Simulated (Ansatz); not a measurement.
**Te2Mo (P6_3/mmc): given cell or relaxed cell?**

Aim: gaps of Te2Mo (P6_3/mmc) at the database cell and after a full relaxation.

Program: Ansatz 0.2.0. Level of theory: PBE, HSE06 and G0W0, plane waves, PAW. Results are calculated unless marked as measured.

**What was measured.**

- Gap 0.96 ± 0.02 eV: smallest (indirect) quasiparticle gap from STS band onsets; scanning tunneling spectroscopy; 77 K; bulk crystal (um-thick flakes cleaved in ultrahigh vacuum) (“Surface transport and band gap structure of exfoliated 2H-MoTe2 crystals”, 2014, arxiv:1407.1219).

- Gap 1.06 eV: direct gap at K (A transition); photoreflectance; 295 K; bulk crystal (commercial Bridgman-grown bulk crystal) (“Photoacoustic and modulated reflectance studies of indirect and direct band gap in van der Waals crystals”, 2017, pmc:5684221).

- Gap 0.88 ± 0.05 eV: indirect optical gap from extrapolated square root of absorption; phonon energy not resolved; optical transmission spectroscopy; 300 K; bulk crystal (exfoliated flakes 32 nm to 20 um thick, from chemical vapour transport crystal) (“Surface transport and band gap structure of exfoliated 2H-MoTe2 crystals”, 2014, arxiv:1407.1219).

- Gap 1.03 eV: direct optical gap (A exciton hot luminescence) from PL; photoluminescence; 300 K; bulk crystal (thick exfoliated flake, about 50 layers or more) (“Direct versus indirect band gap emission and exciton-exciton annihilation in atomically thin molybdenum ditelluride (MoTe2)”, 2016, arxiv:1602.03071).

- Gap 0.94 eV: indirect optical gap from PL (phonon-assisted emission peak); photoluminescence; 300 K; bulk crystal (thick exfoliated flake, about 50 layers or more) (“Direct versus indirect band gap emission and exciton-exciton annihilation in atomically thin molybdenum ditelluride (MoTe2)”, 2016, arxiv:1602.03071).

This is a selection; 1 further report is not listed.

**1. The starting structure**

The structure is hexagonal, space group P6_3/mmc (No. 194). Conventional cell: a = 3.518 Å, b = 3.518 Å, c = 13.974 Å, α = 90.00°, β = 90.00°, γ = 120.00°. Te has 3 Mo at 2.72 Å nearest. Mo has 6 Te at 2.72 Å nearest. Farther neighbours and most contacts between anions are not listed.

The cell and positions come from the Crystallography Open Database and are kept as given unless a step says otherwise. Spin-orbit coupling is left out unless a step names it. The default PAW set here is soft_2. Its files were made with PBE.

**2. PBE bands at the given cell**

The cheap functional maps the bands first; the places of the edges decide which points the dearer methods must see.

This step: DFT, PBE, plane waves, PAW.

File input.yaml:

```yaml
crystal:
  lattice:
    - [3.5182, 0.0, 0.0]
    - [-1.7591, 3.0468505756, 0.0]
    - [0.0, 0.0, 13.9736]
  atoms:
    - { symbol: Te, position: [0.3333333333, 0.6666666667, 0.621] }
    - { symbol: Te, position: [0.6666666667, 0.3333333333, 0.121] }
    - { symbol: Te, position: [0.3333333333, 0.6666666667, 0.879] }
    - { symbol: Te, position: [0.6666666667, 0.3333333333, 0.379] }
    - { symbol: Mo, position: [0.3333333333, 0.6666666667, 0.25] }
    - { symbol: Mo, position: [0.6666666667, 0.3333333333, 0.75] }
kpoints:
  mp_grid: { grid: [12, 12, 2] }
  band_path:
    path:
      - [[0.0, 0.0, 0.0], [0.5, 0.0, 0.0], [0.33333333, 0.33333333, 0.0], [0.0, 0.0, 0.0], [0.0, 0.0, 0.5], [0.5, 0.0, 0.5], [0.33333333, 0.33333333, 0.5], [0.0, 0.0, 0.5]]
      - [[0.5, 0.0, 0.5], [0.5, 0.0, 0.0]]
      - [[0.33333333, 0.33333333, 0.5], [0.33333333, 0.33333333, 0.0]]
    npoints: 10
hamiltonian:
  xc: pbe
scf:
  occupations: { method: fermi_dirac, width: 0.02 }
  n_extra_bands: 6
output:
  eigenvalues: true
  forces: true
  stress: true
  write_density: true
  write_potential: true
  elf: true
  volumetric_format: npy
```

Launch:

```sh
$ ansatz run input.yaml --threads 3 --pin off --max-ram 64512MiB --backend cuda --events-out ev --progress --plain --runs-dir out --devices 1 --max-vram 24GiB  # rebuilt from the run's record
```

Numbers of over 12 decimals in the logs are rounded to 6 here.

What it wrote:

```text
scf.n_extra_bands = 6 over 46 filled bands (N_el = 92.0): the run solves 52 bands
GPUs: using 1 of 1 available (devices: 1).
Engine: ansatz 0.2.0, x86_64-unknown-linux-gnu
Pseudopotentials: kind: paw
Pseudopotential: Te, paw, valence charge 16, recommended cutoff 420 eV (normal), Te.paw.azcp
Pseudopotential: Mo, paw, valence charge 14, recommended cutoff 420 eV (normal), Mo.paw.azcp
Functional definition: PBE
  parameter kappa = 0.804
  parameter beta = 0.066725
  exchange = pbe_x(kappa = kappa, mu = beta*pi^2/3)
  correlation = pbe_c(beta = beta)
device memory: the entry about to start is reckoned to put 4.5 GiB on a device that reports 50.2 GiB free (of which the cap on the GPU budget leaves the run 24.0 GiB)
GPU FFT provider: cuFFT
GPU libraries: cuBLAS 13.8.2, cuFFT 12.4.0, cuSOLVER 12.3.4
Crystal: 6 atoms, lattice volume = 149.789 Å³
Basis set: ecut = 420 eV, 2909 PW (Γ), exchange–correlation on 48×48×192 points (8 copies of the dense FFT grid, shifted against one another)
Bands: 52, of which v1, the nominal top of the filled ones, is band 46 counted from 1 (45 counted from 0)
Symmetry: 24 space group operations
Space group: P63/mmc (ITA 194), of the structure as read, at distance tolerance 5.3e-5 Å
k-points: 38 of 288
Non-local potential: Te, projectors of the file, l = 0: 2, l = 1: 2, l = 2: 2, l = 3: 2
Non-local potential: Mo, projectors of the file, l = 0: 3, l = 1: 2, l = 2: 2, l = 3: 1
PAW form: soft (Blöchl's): semilocal exchange-correlation on the pseudo side does not see the compensation charge
PAW one-centre angular grid: Te, 590 points (default); XC on 64 Gauss nodes
PAW one-centre angular grid: Mo, 590 points (default); XC on 64 Gauss nodes
Initial density: superposition of atomic densities (neutral atoms: chi_scale 0, normalization atom), corrected by the library's trained network
Initial wavefunctions: pseudopotential atomic-orbital guess
GPU buffer pool allocated for 55296 grid points (all kernels)
GPU transforms: local potential and band sums: pruned to the plane-wave sphere, on 24×24×96
Functional: x = pbe(κ = 0.804, μ = 0.219515), c = pbe(β = 0.066725)
SCF iter   1: F=—  HF=-37833.381617 eV  |F-HF|=—  |Δ(HF+E_count)|=         —  Δρ=4.18e-3  dr2=8.58e-3  ethr=1.77e-3  ⟨swp⟩=7.2  Hψ=7639  notcnv=0
preconditioner: auto → Resta (q_TF=auto, 2.515 Å⁻¹)  ε∞=9.0  [insulator: Δε(μ)=0.767 eV  Ē_g=6.427 eV  σ=0.020 eV  W_gap=1.00  n_scr=52 (ndim 8)  ℏωp=18.2 eV  f_vac=0.021  D(μ)=0.00/eV (n_scr^D=0)  ε∞_Penn≈9.0]
SCF iter   2: F=—  HF=-37833.389585 eV  |F-HF|=—  |Δ(HF+E_count)|=   7.97e-3  Δρ=2.48e-3  dr2=2.89e-3  ethr=9.32e-6  ⟨swp⟩=2.0  Hψ=3248  notcnv=0  defer=19
SCF iter   3: F=—  HF=-37833.394180 eV  |F-HF|=—  |Δ(HF+E_count)|=   4.59e-3  Δρ=8.75e-4  dr2=2.43e-3  ethr=3.14e-6  ⟨swp⟩=2.0  Hψ=2839  notcnv=0  defer=19
SCF iter   4: F=—  HF=-37833.394467 eV  |F-HF|=—  |Δ(HF+E_count)|=   2.87e-4  Δρ=1.36e-4  dr2=2.08e-5  ethr=2.64e-6  ⟨swp⟩=2.0  Hψ=2351  notcnv=0  defer=19
SCF iter   5: F=—  HF=-37833.394568 eV  |F-HF|=—  |Δ(HF+E_count)|=   1.01e-4  Δρ=5.00e-5  dr2=4.60e-6  ethr=2.26e-8  ⟨swp⟩=2.0  Hψ=2633  notcnv=0  defer=19
SCF iter   6: F=—  HF=-37833.394577 eV  |F-HF|=—  |Δ(HF+E_count)|=   9.05e-6  Δρ=1.49e-5  dr2=3.82e-7  ethr=5.00e-9  ⟨swp⟩=2.0  Hψ=2632  notcnv=0  defer=19
SCF iter   7: F=-37833.394578 eV  HF=-37833.394578 eV  |F-HF|=2.40e-8  |Δ(HF+E_count)|=   4.62e-7  Δρ=4.85e-6  dr2=4.40e-8  ethr=1.09e-10  ⟨swp⟩=14.0  Hψ=17626  notcnv=0
SCF 1 converged in 7 iterations: F = -37833.394578 eV  dr2 = 4.40e-8
[...]
device memory: the entry about to start is reckoned to put 7.7 GiB on a device that reports 50.5 GiB free (of which the cap on the GPU budget leaves the run 24.0 GiB)
NSCF: frozen V_eff on 93 k-points, pencils in batches of 32, up to order 232
SCF converged after 7 iterations
Free energy (F): -37833.394578 eV
Harris-Foulkes:  -37833.394578 eV  (|F-HF|=2.40e-8)
Internal energy: -37833.394578 eV  (E = F + TS)
E sigma→0 (E₀):  -37833.394578 eV
Fermi energy:    12.834912 eV
--- Per-component energies (eV) ---
  E_band       = -1144.058226
  E_kinetic    = 1609.780800
  E_local      = -7394.322794  (includes V_loc(G=0)·N_el)
  E_nonlocal   = -952.599154
  E_hartree    = 4140.462882
  E_xc         = -866.129612
  E_vxc        = -877.432876  (∫ρ·V_xc dr)
  E_paw        = -25053.964484  (= ΣΔE_a)
  E_vpaw       = -1810.417565  (= ΣTr[D̂ρ^β])
  E_aug_tail   = -0.000600  (compensation charges beyond the density's cutoff)
  E_ewald      = -9316.621616
  E_smearing   = -0.000000  (= −TS)
  E_closure    = 0.000000  (closes the sum)
  Σ components = -37833.394578   (vs F -37833.394578, Δ=0.00e0)
--- Forces (eV/Å), atoms counted from 1 ---
  atom   1  Te    -0.00000000     0.00000000    -0.17462747
  atom   2  Te     0.00000000    -0.00000000    -0.17462747
  atom   3  Te    -0.00000000     0.00000000     0.17462747
  atom   4  Te    -0.00000000    -0.00000000     0.17462747
  atom   5  Mo     0.00000000     0.00000000     0.00000000
  atom   6  Mo     0.00000000    -0.00000000     0.00000000
  max |Σ_I F_I| component: 8.10e-18 eV/Å
--- Stress (GPa, compression-positive) ---
        2.702802       0.000000       0.000000
        0.000000       2.702802       0.000000
        0.000000       0.000000       3.381628
  P = ⅓ Tr σ = 2.9291 GPa (29.291 kbar)
--- Band table (eV; the first three rows and the last of 38) ---
  k-point 0: bands = [... 42 lower, 11.4638, 11.4638, 12.1535, 12.4780, 15.3792, 15.3792, 15.5121, 15.5121, ... 2 higher]
  k-point 1: bands = [... 42 lower, 11.4462, 11.4462, 12.3965, 12.3965, 15.4169, 15.4169, 15.4169, 15.4169, ... 2 higher]
  k-point 2: bands = [... 42 lower, 11.4408, 11.4544, 12.3437, 12.3773, 15.0207, 15.1271, 15.1648, 15.2922, ... 2 higher]
  k-point 37: bands = [... 42 lower, 10.4831, 10.4831, 12.2661, 12.2661, 13.4573, 13.4573, 14.1038, 14.1038, ... 2 higher]
```

Run time: 13 s. Hardware: 1 × NVIDIA H100 80GB HBM3 (shared by 3 runs) with 3 threads of AMD EPYC 7R13 (Zen 3), shared host; peak memory 1.1 GiB.

Reading the cycles: dr2 is the Hartree energy of the density residual (eV), the measure of convergence; HF is the Harris–Foulkes estimate of the energy, which meets the free energy F at convergence.

This step gave:

| Property | Result |
| --- | --- |
| pressure | 2.929 GPa |
| filled bands | 46 |
| gap | 0.7093 eV |
| valence top at | Γ |
| conduction bottom at | k = (0.200, 0.200, 0.000) |
| least direct gap | 1.041 eV |

The gap is indirect, with the least direct gap 0.33 eV higher.

**3. Relaxing cell and ions**

A relaxation at this level of theory: leftover forces would pass straight into the levels.

This step: DFT, PBE-D3(BJ), plane waves, PAW.

File input.yaml:

```yaml
crystal:
  lattice:
    - [3.5182, 0.0, 0.0]
    - [-1.7591, 3.0468505756, 0.0]
    - [0.0, 0.0, 13.9736]
  atoms:
    - { symbol: Te, position: [0.3333333333, 0.6666666667, 0.621] }
    - { symbol: Te, position: [0.6666666667, 0.3333333333, 0.121] }
    - { symbol: Te, position: [0.3333333333, 0.6666666667, 0.879] }
    - { symbol: Te, position: [0.6666666667, 0.3333333333, 0.379] }
    - { symbol: Mo, position: [0.3333333333, 0.6666666667, 0.25] }
    - { symbol: Mo, position: [0.6666666667, 0.3333333333, 0.75] }
kpoints:
  mp_grid: { grid: [9, 9, 2] }
hamiltonian:
  xc: pbe
  dispersion: d3bj
scf:
  occupations: { method: fermi_dirac, width: 0.02 }
relax:
  f_tol: 0.01
  max_steps: 60
  cell: {}
```

What it wrote:

```text
GPUs: using 1 of 1 available (devices: 1).
[...]
GPU FFT provider: cuFFT
GPU libraries: cuBLAS 13.8.2, cuFFT 12.4.0, cuSOLVER 12.3.4
Crystal: 6 atoms, lattice volume = 149.789 Å³
Basis set: ecut = 420 eV, 2909 PW (Γ), exchange–correlation on 48×48×192 points (8 copies of the dense FFT grid, shifted against one another)
Bands: 56, of which v1, the nominal top of the filled ones, is band 46 counted from 1 (45 counted from 0)
Symmetry: 24 space group operations
[...]
k-points: 24 of 162
[...]
GPU buffer pool allocated for 55296 grid points (all kernels)
[...]
SCF iter   1: F=—  HF=-37836.601856 eV  |F-HF|=—  |Δ(HF+E_count)|=         —  Δρ=4.19e-3  dr2=8.82e-3  ethr=1.77e-3  ⟨swp⟩=9.1  Hψ=5713  notcnv=0
[...]
SCF iter   7: F=-37836.614838 eV  HF=-37836.614838 eV  |F-HF|=1.05e-8  |Δ(HF+E_count)|=   3.74e-7  Δρ=4.43e-6  dr2=4.21e-8  ethr=1.09e-10  ⟨swp⟩=5.0  Hψ=4305  notcnv=0
SCF 1 converged in 7 iterations: F = -37836.614838 eV  dr2 = 4.21e-8
[...]
relax step   1: F+E_penalty+E_count = -37836.61483841 eV  Δ(F+E_penalty+E_count) = +0.000e0 eV  max|allowed force component| = 1.665e-1 eV/Å  Δτ_max = 0.0000 Å  P = -0.528 GPa  Ω = 149.789 Å³  (7 SCF iters, dr2 threshold 1.00e-7 eV, accepted)
[...]
relax step   2: F+E_penalty+E_count = -37836.41040225 eV  Δ(F+E_penalty+E_count) = +2.044e-1 eV  max|allowed force component| = 8.435e-1 eV/Å  Δτ_max = 0.1718 Å  P = +1.341 GPa  Ω = 134.938 Å³  energy of the carried Pulay correction = +3.067e-3 eV  (6 SCF iters, dr2 threshold 6.00e-7 eV, rejected (line search))
[...]
relax step   4: F+E_penalty+E_count = -37836.63872076 eV  Δ(F+E_penalty+E_count) = -2.572e-3 eV  max|allowed force component| = 2.268e-2 eV/Å  Δτ_max = 0.0158 Å  P = -0.059 GPa  Ω = 144.993 Å³  energy of the carried Pulay correction = +9.567e-4 eV  (6 SCF iters, dr2 threshold 6.00e-7 eV, accepted)
[...]
relax step   6: F+E_penalty+E_count = -37836.63781340 eV  Δ(F+E_penalty+E_count) = +9.760e-4 eV  max|allowed force component| = 4.698e-3 eV/Å  Δτ_max = 0.0000 Å  P = -0.014 GPa  Ω = 145.058 Å³  stress off target by 3.69e-2 GPa  SCF on the basis re-selected at this cell (its energy is not comparable with the rows above)  (6 SCF iters)
basis re-selected at this cell: Δ(F+E_penalty+E_count) = +9.760e-4 eV, ΔP = +0.001 GPa vs the last step (what re-selecting the basis moved, of the pressure what is left beyond the Pulay correction that the steps carried, after the strain that the cell walked since its last selection, with what the two solves' SCF thresholds leave and, on support functions, any second-order correction that the steps lacked; it is no m [...]
SCF converged after 6 iterations
Free energy (F): -37836.637813 eV
[...]
Internal energy: -37836.637813 eV  (E = F + TS)
E sigma→0 (E₀):  -37836.637813 eV
Fermi energy:    13.418947 eV
[...]
--- Forces (eV/Å), atoms counted from 1 ---
  atom   1  Te    -0.00000000     0.00000000     0.00469801
  atom   2  Te    -0.00000000    -0.00000000     0.00469801
  atom   3  Te    -0.00000000     0.00000000    -0.00469801
  atom   4  Te    -0.00000000    -0.00000000    -0.00469801
  atom   5  Mo     0.00000000     0.00000000     0.00000000
  atom   6  Mo     0.00000000    -0.00000000     0.00000000
  max |Σ_I F_I| component: 1.04e-17 eV/Å
--- Stress (GPa, compression-positive) ---
       -0.002879       0.000000       0.000000
        0.000000      -0.002879       0.000000
        0.000000       0.000000      -0.036920
  P = ⅓ Tr σ = -0.0142 GPa (-0.142 kbar)
--- Band table (eV; the first three rows and the last of 24) ---
  k-point 0: bands = [... 42 lower, 12.0906, 12.0906, 12.9112, 13.0917, 15.9655, 15.9655, 16.1485, 16.1485, ... 6 higher]
  k-point 1: bands = [... 42 lower, 12.0665, 12.0665, 13.0446, 13.0446, 16.0053, 16.0053, 16.0053, 16.0053, ... 6 higher]
  k-point 2: bands = [... 42 lower, 11.9622, 12.0160, 12.8811, 13.0556, 15.4601, 15.4677, 15.5359, 15.6146, ... 6 higher]
  k-point 23: bands = [... 42 lower, 10.9882, 10.9882, 12.8224, 12.8224, 14.1013, 14.1013, 14.6023, 14.6023, ... 6 higher]
--- Relaxed structure (5 steps of the walk, 4 accepted, 1 SCFs on fresh bases) ---
  F+E_penalty+E_count = -37836.63781340 eV   max|allowed force component| = 4.698e-3 eV/Å   (the final SCF, on the basis selected at the relaxed cell)
  cell:  # Å, volume = 145.0583 Å³
    - [3.496375, 0, 0.0]
    - [-1.748187, 3.027949, 0.0]
    - [0.0, 0.0, 13.701745]
  atoms:
    - { symbol: Te, position: [0.333333, 0.666667, 0.617347] }
    - { symbol: Te, position: [0.666667, 0.333333, 0.117347] }
    - { symbol: Te, position: [0.333333, 0.666667, 0.882653] }
    - { symbol: Te, position: [0.666667, 0.333333, 0.382653] }
    - { symbol: Mo, position: [0.333333, 0.666667, 0.25] }
    - { symbol: Mo, position: [0.666667, 0.333333, 0.75] }
```

Wall time 9.5 s (1 × NVIDIA H100 80GB HBM3 (shared by 3 runs) with 3 threads); peak memory 1 GiB; 9.6 s of CPU time.

The steps of the relaxation:

```
step  energy less that of the first step (eV)  largest force component (eV/Å)  pressure (GPa)  volume (Å³)
   1                                   0.0000                          0.1665           -0.53       149.79
   2                                   0.2044                          0.8435            1.34       134.94
   3                                  -0.0213                          0.0029           -0.34       146.48
   4                                  -0.0239                          0.0227           -0.06       144.99
   5                                  -0.0240                          0.0048           -0.02       145.06
  6*                                  -0.0230                          0.0047           -0.01       145.06
```

Relaxation steps marked * repeat the geometry before them on a plane-wave basis chosen anew for their cell, so energy and pressure can jump there. Relaxation step 2 was tried and not accepted.

The run keeps the 24 symmetry operations that it works with, so distortions that break them were not tested.

```
conventional cell, symmetrised  before   after  change
                         a (Å)   3.518   3.496  -0.6 %
                         b (Å)   3.518   3.496  -0.6 %
                         c (Å)  13.974  13.702  -1.9 %
              volume (Å³/atom)   24.96   24.18  -3.2 %
```

The atoms that moved most (Å, as changes of fractional coordinates times the final cell):

```
atom     dx     dy      dz  length
 Te4  0.000  0.000   0.050   0.050
 Te3  0.000  0.000   0.050   0.050
 Te2  0.000  0.000  -0.050   0.050
 Te1  0.000  0.000  -0.050   0.050
```

**4. PBE at the relaxed cell**

This step: DFT, PBE, plane waves, PAW.

File input.yaml:

```yaml
crystal:
  lattice:
    - [3.4963747438, 0.0, 0.0]
    - [-1.7481873719, 3.0279493493, 0.0]
    - [0.0, 0.0, 13.7017445786]
  atoms:
    - { symbol: Te, position: [0.3333333333, 0.6666666667, 0.6173474744] }
    - { symbol: Te, position: [0.6666666667, 0.3333333333, 0.1173474744] }
    - { symbol: Te, position: [0.3333333333, 0.6666666667, 0.8826525256] }
    - { symbol: Te, position: [0.6666666667, 0.3333333333, 0.3826525256] }
    - { symbol: Mo, position: [0.3333333333, 0.6666666667, 0.25] }
    - { symbol: Mo, position: [0.6666666667, 0.3333333333, 0.75] }
kpoints:
  mp_grid: { grid: [12, 12, 2] }
  band_path:
    path:
      - [[0.0, 0.0, 0.0], [0.5, 0.0, 0.0], [0.33333333, 0.33333333, 0.0], [0.0, 0.0, 0.0], [0.0, 0.0, 0.5], [0.5, 0.0, 0.5], [0.33333333, 0.33333333, 0.5], [0.0, 0.0, 0.5]]
      - [[0.5, 0.0, 0.5], [0.5, 0.0, 0.0]]
      - [[0.33333333, 0.33333333, 0.5], [0.33333333, 0.33333333, 0.0]]
    npoints: 10
hamiltonian:
  xc: pbe
scf:
  occupations: { method: fermi_dirac, width: 0.02 }
  n_extra_bands: 6
output:
  eigenvalues: true
  forces: true
  stress: true
```

What it wrote:

```text
[...]
GPUs: using 1 of 1 available (devices: 1).
[...]
GPU FFT provider: cuFFT
GPU libraries: cuBLAS 13.8.2, cuFFT 12.4.0, cuSOLVER 12.3.4
Crystal: 6 atoms, lattice volume = 145.058 Å³
Basis set: ecut = 420 eV, 2835 PW (Γ), exchange–correlation on 48×48×192 points (8 copies of the dense FFT grid, shifted against one another)
[...]
k-point 0: bands = [... 42 lower, 12.0906, 12.0906, 12.9113, 13.0917, 15.9655, 15.9655, 16.1486, 16.1486, ... 2 higher]
  k-point 1: bands = [... 42 lower, 12.0665, 12.0665, 13.0446, 13.0446, 16.0053, 16.0053, 16.0053, 16.0053, ... 2 higher]
  k-point 2: bands = [... 42 lower, 11.9634, 12.0579, 12.9778, 13.0590, 15.6029, 15.7169, 15.7576, 15.9125, ... 2 higher]
  k-point 37: bands = [... 42 lower, 10.9882, 10.9882, 12.8223, 12.8223, 14.1013, 14.1013, 14.6023, 14.6023, ... 2 higher]
[key lines of the parts left out:]
SCF converged after 7 iterations
Free energy (F): -37833.313407 eV
Fermi energy:    13.403395 eV
P = ⅓ Tr σ = 3.6811 GPa (36.811 kbar)
```

Elapsed: 5.4 s, on 1 × NVIDIA H100 80GB HBM3 (shared by 3 runs) with 3 threads; peak memory 1 GiB.

Numbers from this step:

| Item | Value |
| --- | --- |
| pressure | 3.681 GPa |
| gap | 0.5966 eV |
| valence top at | Γ |
| conduction bottom at | k = (0.200, 0.200, 0.000) |
| least direct gap | 1.033 eV |

The gap is indirect, with the least direct gap 0.44 eV higher.

(Continued in part 2 of 2.)

[Paths, hosts, dates, memory and timing lines, banners, echoed tables and standing remarks are left out of the program output.]

[Logs are printed without paths, hosts, clocks, repeated set-up lines and the standing remarks that a program may print on its own settings, such as how far it seeks lower states.]

[Runs of the session that timed out or met a known fault of the program may be left out.]

[Cells called generated may have been cut or substituted from an entry of the Crystallography Open Database or the Materials Project.]

[Hosts, paths, dates, database ids (printed as entryN), source tags and the programs' standing remarks are cut or masked in the printed files.]
